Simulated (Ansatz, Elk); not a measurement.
# Cd2CoN2: X-ray structure factors from the self-consistent density

The structure of Cd2CoN2 used here is made up (a known structure type with other elements) and was relaxed beforehand with PBE. The aim is the Fourier transform of its all-electron density, F(hkl), set beside the sum over free spherical atoms that refinements use.

Calculated with Elk 11.2.3 (patched build); DFT, PBE, all-electron APW+lo, Dirac cores, scalar-relativistic bands, static density, ferromagnetic start.

The structure was built from a prototype and need not be the compound's stable phase.

### 1. The structure

The structure is tetragonal, space group I4/mmm (No. 139). The conventional cell has a = 3.458 Å, b = 3.458 Å, c = 11.720 Å, α = 90.00°, β = 90.00°, γ = 90.00°. Nearest to Cd lie 5 N at 2.36 to 2.45 Å. Co has 2 N at 1.78 Å nearest. N has 1 Co at 1.78 Å and 5 Cd at 2.36 to 2.45 Å nearest. Farther neighbours and most contacts between anions are not listed.

### 2. Ground state and structure factors

An all-electron density is needed, since X-rays see the cores too. Task 0 finds the density and task 195 Fourier-transforms it; tshift is off so that phases refer to the origin typed.

File elk.in:

```
tasks
  0
  195
  196

xctype
  20

spinpol
  .true.

rgkmax
  7.0

gmaxvr
  14.0

lmaxo
  7

lmaxapw
  8

swidth
  0.002

tshift
  .false.

ramdisk
  .false.

hmaxvr
  5.5

maxscl
  120

epspot
  1e-06

reducebf
  0.8

sppath
  './'

avec
  -3.26695677992 3.26695677992 11.07417896281
  3.26695677992 -3.26695677992 11.07417896281
  3.26695677992 3.26695677992 -11.07417896281

atoms
  3
  'Cd.in'
  2
  0.6472658944 0.6472658944 0.0000000000   0.000000 0.000000 0.000000
  0.3527341056 0.3527341056 0.0000000000   0.000000 0.000000 0.000000
  'Co.in'
  1
  -0.0000000000 -0.0000000000 -0.0000000000   0.000000 0.000000 -0.080000
  'N.in'
  2
  0.8484490271 0.8484490271 0.0000000000   0.000000 0.000000 0.000000
  0.1515509729 0.1515509729 0.0000000000   0.000000 0.000000 0.000000

ngridk
  8 8 8
```

The run is started by

```sh
$ OMP_NUM_THREADS=4 elk
```

Numbers of over 12 decimals in the logs are rounded to 6 here.

Log:

```text
┌─────────────────────────┐
│ Elk code version 11.2.3 │
└─────────────────────────┘

All units are atomic (Hartree, Bohr, etc.)

┌─────────────────────────────────────────────────┐
│ Ground-state run starting from atomic densities │
└─────────────────────────────────────────────────┘

Lattice vectors :
  -3.266956780       3.266956780       11.07417896
   3.266956780      -3.266956780       11.07417896
   3.266956780       3.266956780      -11.07417896

Reciprocal lattice vectors :
  0.2426167952E-16  0.9616266346      0.2836862818
  0.9616266346      0.2426167952E-16  0.2836862818
  0.9616266346      0.9616266346      0.8274800117E-17

Unit cell volume      :    472.7791407
Brillouin zone volume :   0.5246640388

Muffin-tin inner radius fraction :   0.1000000000E-01

Nuclei treated as point charges

Species : 1 (Cd)
 parameters loaded from : Cd.in
 name : cadmium
 nuclear charge    :   -48.00000000
 electronic charge :    48.00000000
 atomic mass :    204912.7176
 muffin-tin radius :    2.600000000
 number of radial points in muffin-tin :   1193
 inner part over the whole radius :   0.9972693929E-02
 number on inner part of muffin-tin    :    850
 approximate nuclear radius :   0.8708852602E-04
 number of mesh points to nuclear radius :    426
 atomic positions (lattice), magnetic fields (Cartesian) :
  1 :  -0.35273411 -0.35273411  0.00000000    0.00000000  0.00000000  0.00000000
  2 :   0.35273411  0.35273411  0.00000000    0.00000000  0.00000000  0.00000000

Species : 2 (Co)
 parameters loaded from : Co.in
 name : cobalt
 nuclear charge    :   -27.00000000
 electronic charge :    27.00000000
 atomic mass :    107428.6517
 muffin-tin radius :    1.889488681
 number of radial points in muffin-tin :    993
 inner part over the whole radius :   0.9925400924E-02
 number on inner part of muffin-tin    :    696
 approximate nuclear radius :   0.7243775530E-04
 number of mesh points to nuclear radius :    338
 atomic positions (lattice), magnetic fields (Cartesian) :
  1 :   0.00000000  0.00000000  0.00000000    0.00000000  0.00000000 -0.08000000

Species : 3 (N)
 parameters loaded from : N.in
 name : nitrogen
 nuclear charge    :   -7.000000000
 electronic charge :    7.000000000
 atomic mass :    25532.65216
 muffin-tin radius :    1.417116511
 number of radial points in muffin-tin :    593
 inner part over the whole radius :   0.9938628388E-02
 number on inner part of muffin-tin    :    404
 approximate nuclear radius :   0.4939692610E-04
 number of mesh points to nuclear radius :    172
 atomic positions (lattice), magnetic fields (Cartesian) :
  1 :  -0.15155097 -0.15155097  0.00000000    0.00000000  0.00000000  0.00000000
  2 :   0.15155097  0.15155097  0.00000000    0.00000000  0.00000000  0.00000000

Total number of atoms per unit cell :    5
Total muffin-tin volume :    199.3426502
 ratio of muffin-tin to unit cell volume :   0.4216401127

Spin treatment :
 spin-polarised
 global magnetic field (Cartesian) :    0.000000000       0.000000000       0.000000000
 collinear magnetisation in z-direction

Number of Bravais lattice symmetries :   16
Number of crystal symmetries         :   16
Crystal has inversion symmetry
Real symmetric eigensolver will be used

k-point grid :      8     8     8
k-point offset :    0.000000000       0.000000000       0.000000000
k-point set is reduced with full crystal symmetry group
Total number of k-points :       59

Muffin-tin radius times maximum |G+k| :    7.000000000
 using average radius
Maximum |G+k| for APW functions       :    3.526902613
Maximum (1/2)|G+k|²                   :    6.219521020
Maximum |G| for potential and density :    14.00000000
Constant for pseudocharge density :    9
 order of it for each species :   16  16  16
 order of it for pair densities of each species (exact exchange by exxq0 0: 17) :   16   8   4
Radial integration step length :    1

G-vector grid sizes :     54    54    54
Number of G-vectors :    21933

Maximum angular momentum used for
[...]
Absolute change in total energy (target)   :    1.760515297     (  0.1000000000E-03)

[... loops 3 to 22 left out ...]

┌──────────────────┐
│ Loop number : 23 │
└──────────────────┘

Energies :
 Fermi                       :     0.234137
 sum of occupied eigenvalues :     -7574.4615168415
 electron kinetic            :      13257.424468316
 core electron kinetic       :      12730.495245652
 Coulomb                     :     -25569.431819614
 Coulomb potential           :     -20332.934040943
 nuclear-nuclear             :     -1489.4014228582
 electron-nuclear            :     -27863.883376170
 Hartree                     :      3783.8529794138
 Madelung                    :     -15402.964799143
 xc potential                :     -498.87316529854
 xc effective B-field        :    -0.78772813146376E-01
 external B-field            :      0.000000
 exchange                    :     -375.96862338477
 correlation                 :     -6.905686
 electron entropic           :    -0.80652533157645E-03
 total energy                :     -12694.882467506
 (external B-field energy excluded from total)

Density of states at Fermi energy :    60.39073700
 (states/Hartree/unit cell)

Estimated indirect band gap :   0.5865820618E-04
 from k-point 59 to k-point 16
Estimated direct band gap   :   0.4546537440E-02
 at k-point 10

Charges :
 core                        :    76.00000000
 valence                     :    61.00000000
 interstitial                :    8.433547502
 muffin-tins (core leakage)
  species : 1 (Cd)
[...]
species : 2 (Co)
[...]
species : 3 (N)
[...]
total in muffin-tins        :    128.5664525
 total calculated charge     :    136.9912181
 total charge                :    137.0000000
 error                       :   0.8781871921E-02

Moments :
 interstitial                :   0.2253385185
 muffin-tins
  species : 1 (Cd)
[...]
species : 2 (Co)
[...]
species : 3 (N)
[...]
total in muffin-tins        :    2.038321224
 total moment                :    2.263659743

RMS change in Kohn-Sham potential (target) :   0.9190350454E-06 (  0.1000000000E-05)
Absolute change in total energy (target)   :   0.7776405255E-05 (  0.1000000000E-03)

Convergence targets achieved

┌──────────────────┐
│ Loop number : 24 │
└──────────────────┘

Energies :
 Fermi                       :     0.234137
 sum of occupied eigenvalues :     -7574.4615123616
 electron kinetic            :      13257.424487759
 core electron kinetic       :      12730.495244213
 Coulomb                     :     -25569.431842337
 Coulomb potential           :     -20332.934006247
 nuclear-nuclear             :     -1489.4014228582
 electron-nuclear            :     -27863.883457253
 Hartree                     :      3783.8530377734
 Madelung                    :     -15402.964839214
 xc potential                :     -498.87321905466
 xc effective B-field        :    -0.78770638658574E-01
 external B-field            :      0.000000
 exchange                    :     -375.96862474500
 correlation                 :     -6.905686
 electron entropic           :    -0.80653648781199E-03
 total energy                :     -12694.882472311
 (external B-field energy excluded from total)

Density of states at Fermi energy :    60.39167531
 (states/Hartree/unit cell)

Estimated indirect band gap :   0.5761998986E-04
 from k-point 59 to k-point 16
Estimated direct band gap   :   0.4547448922E-02
 at k-point 10

Charges :
 core                        :    76.00000000
 valence                     :    61.00000000
 interstitial                :    8.433545882
 muffin-tins (core leakage)
  species : 1 (Cd)
[...]
species : 2 (Co)
   atom 1                    :    24.91205490     (  0.6132072902E-02)
  species : 3 (N)
   atom 1                    :    5.224816324     (  0.9987349427E-05)
   atom 2                    :    5.224816324     (  0.9987349427E-05)
 total in muffin-tins        :    128.5664541
 total calculated charge     :    136.9912181
 total charge                :    137.0000000
 error                       :   0.8781870982E-02

Moments :
 interstitial                :   0.2253401495
 muffin-tins
  species : 1 (Cd)
[...]
species : 2 (Co)
   atom 1                    :    1.746637489
  species : 3 (N)
   atom 1                    :   0.1167656711
   atom 2                    :   0.1167656711
 total in muffin-tins        :    2.038293977
 total moment                :    2.263634127

┌──────────────────────────────┐
│ Self-consistent loop stopped │
└──────────────────────────────┘

Warning : core states of species 1 leak from the muffin-tin :   0.2437422427E-03

Warning : core states of species 2 leak from the muffin-tin :   0.6132072902E-02

Wrote STATE.OUT
```

Wall time 9.8 min (4 threads of Arm Neoverse V1, shared host); peak memory 0.49 GiB.

SFACRHO.OUT:

```text

h k l indices transformed by vhmat matrix:
   1.000000000       0.000000000       0.000000000    
   0.000000000       1.000000000       0.000000000    
   0.000000000       0.000000000       1.000000000    

      h      k      l  multipl.   |H|            Re(F)            Im(F)           |F|

      0      0      0      1   0.0000000       137.00000      0.16862434E-16   137.00000    
     -1     -1      1      2  0.56737256      -3.9906209      0.13122257E-13   3.9906209    
      0     -1      1      8   1.0025985      -20.755542      0.20093456E-13   20.755542    
      2      2     -2      2   1.1347451      -54.874517     -0.63560933E-13   54.874517    
     -2     -1      2      8   1.2841444       85.253851     -0.31472914E-13   85.253851    
      0      0      1      4   1.3599454       107.45691     -0.27510992E-15   107.45691    
      0     -2      1      8   1.4735546      -3.4263787      0.65611286E-14   3.4263787    
     -3     -3      3      2   1.7021177       78.498692     -0.51873923E-13   78.498692    
      3      2     -2      8   1.7136725       25.488120     -0.65611286E-14   25.488120    
      1      3     -2      8   1.7711855      -46.484699     -0.50438676E-13   46.484699    
      1     -1     -1      4   1.9232533       92.291841     -0.30311791E-14   92.291841    
      0      2      0      8   2.0051969      -2.9696307     -0.57409875E-14   2.9696307    
     -1      2      0     16   2.1688953      -18.230796      0.82014107E-15   18.230796    
     -2     -4      3      8   2.1786822       69.064772     -0.41827195E-13   69.064772    
      3      4     -4      8   2.2063869      -40.129140     -0.54539381E-13   40.129140    
     -1     -3      1      8   2.2330584      -41.327299      0.46748041E-13   41.327299    
      4      4     -4      2   2.2694903       45.059098      0.49208464E-13   45.059098    
      3      0     -1     16   2.3125592       68.408792      0.25014303E-13   68.408792
```

Elk indexes on the primitive cell of elk.in and gives |H| = 4π sin θ/λ in inverse bohr. Below, one row stands for each form hkl of the conventional cell (m members, Friedel mates merged), F is for one primitive cell and the density is static (no thermal factor). Free-atom factors are Waasmaier and Kirfel's, and R is Σm||F|−|F'||/Σm|F|. Elk warned that it couldn't find a linearisation energy, which lowers the accuracy of some states in this run and its variants.

```
hkl   m  sin θ/λ (Å⁻¹)  abs F, DFT  neutral atoms   diff.
002   2          0.085       3.991          4.082  -0.091
101   8          0.151      20.756         21.291  -0.535
004   2          0.171      54.874         54.742  +0.133
103   8          0.193      85.254         85.856  -0.602
110   4          0.204     107.457        107.237  +0.220
112   8          0.222       3.426          3.220  +0.207
006   2          0.256      78.499         78.559  -0.060
105   8          0.258      25.488         25.576  -0.088
114   8          0.266      46.485         46.309  +0.175
200   4          0.289      92.292         92.388  -0.097
202   8          0.301       2.970          2.758  +0.211
211  16          0.326      18.231         18.076  +0.155
116   8          0.328      69.065         69.161  -0.096
107   8          0.332      40.129         39.958  +0.171
```

### 3. The magnetisation density

The same run holds the spin density, and task 196 transforms it. The order is that of the start, and no other was tried.

SFACMAG_1.OUT:

```text

h k l indices transformed by vhmat matrix:
   1.000000000       0.000000000       0.000000000    
   0.000000000       1.000000000       0.000000000    
   0.000000000       0.000000000       1.000000000    

      h      k      l  multipl.   |H|            Re(F)            Im(F)           |F|

      0      0      0      1   0.0000000       2.2636342      0.25815747E-17   2.2636342    
     -1     -1      1      2  0.56737256       1.4544676      0.64073521E-16   1.4544676    
      0     -1      1      8   1.0025985       1.6696732     -0.25629409E-16   1.6696732    
      2      2     -2      2   1.1347451       1.2443138      0.12814704E-16   1.2443138    
     -2     -1      2      8   1.2841444       1.1700883      0.19222056E-16   1.1700883    
      0      0      1      4   1.3599454       1.5087753      0.69450784E-17   1.5087753    
      0     -2      1      8   1.4735546       1.1838926     -0.64073521E-17   1.1838926    
     -3     -3      3      2   1.7021177       1.2991057     -0.89702930E-16   1.2991057    
      3      2     -2      8   1.7136725       1.1597264      0.38444113E-16   1.1597264    
      1      3     -2      8   1.7711855      0.96764102      0.22425733E-16  0.96764102    
      1     -1     -1      4   1.9232533       1.0953376      0.51791885E-17   1.0953376    
      0      2      0      8   2.0051969      0.91153101     -0.19222056E-16  0.91153101    
     -1      2      0     16   2.1688953      0.87256440      0.64073521E-17  0.87256440    
     -2     -4      3      8   2.1786822      0.91452444     -0.28833085E-16  0.91452444    
      3      4     -4      8   2.2063869      0.84413806      0.96110282E-17  0.84413806    
     -1     -3      1      8   2.2330584      0.76714274      0.12814704E-16  0.76714274
```

The total moment is 2.26 μB a cell; sphere moments: Cd1 +0.03, Cd2 +0.03, Co3 +1.75, N4 +0.12, N5 +0.12 μB. Polarised neutrons measure spin and orbital magnetisation together; without spin-orbit coupling the run gives the spin part:

```csv
hkl,sin θ/λ (Å⁻¹),abs F_M (μB)
002,0.085,1.454
101,0.151,1.670
004,0.171,1.244
103,0.193,1.170
110,0.204,1.509
112,0.222,1.184
006,0.256,1.299
105,0.258,1.160
114,0.266,0.968
200,0.289,1.095
202,0.301,0.911
211,0.326,0.873
116,0.328,0.914
107,0.332,0.844
```

### 4. The highest occupied states alone

An energy window below the Fermi level keeps the highest occupied states, to see at which angles they scatter; shallow core shells can lie inside it and anion s states outside. No new self-consistency is needed.

elk.in: that of step 2 with these lines changed.

```diff
@@ -1,5 +1,3 @@
 tasks
-  0
   195
-  196
 
@@ -44,2 +42,5 @@
 
+wsfac
+  -0.133360 0.534140
+
 sppath
```

The run is started by

```sh
$ OMP_NUM_THREADS=4 elk
```

Log:

```text
┌─────────────────────────────────┐
│ Elk code version 11.2.3 started │
└─────────────────────────────────┘

Info(readinput): the functional depends on the density's gradient
 muffin-tin radial points multiplied by    2.00000
 (not where nrmtscf is given)

┌────────────────────┐
│ Current task : 195 │
└────────────────────┘
Info(checkmt): changed muffin-tin radius of species 2 (Co) from   2.4000 to   1.8895
Info(checkmt): changed muffin-tin radius of species 3 (N) from   1.8000 to   1.4171

Warning(linengy): could not find 1 linearisation energies in s.c. loop 1

Info(sfacrho): density structure factors written to SFACRHO.OUT

 Energy window :  -0.1333600000      0.5341400000

┌──────────────────┐
│ Elk code stopped │
└──────────────────┘
```

Elapsed: 14 s, on 4 threads; peak memory 0.29 GiB; 30 s of CPU time.

States within 10 eV below the Fermi level hold 39.00 electrons; any levels below the window count with the cores. Their amplitudes can exceed the total, where window and core parts have opposite phase:

```csv
hkl,sin θ/λ (Å⁻¹),"abs F, window","abs F, all"
002,0.085,0.101,3.991
101,0.151,0.213,20.756
004,0.171,9.066,54.874
103,0.193,12.111,85.254
110,0.204,19.404,107.457
112,0.222,0.354,3.426
006,0.256,12.045,78.499
105,0.258,4.792,25.488
114,0.266,4.472,46.485
200,0.289,11.495,92.292
```

(Continued in part 2 of 2.)

[Logs are printed without paths, hosts, clocks, repeated set-up lines and the standing remarks that a program may print on its own settings, such as how far it seeks lower states.]

[Hosts, paths, dates, database ids (printed as entryN), source tags and the programs' standing remarks are cut or masked in the printed files.]
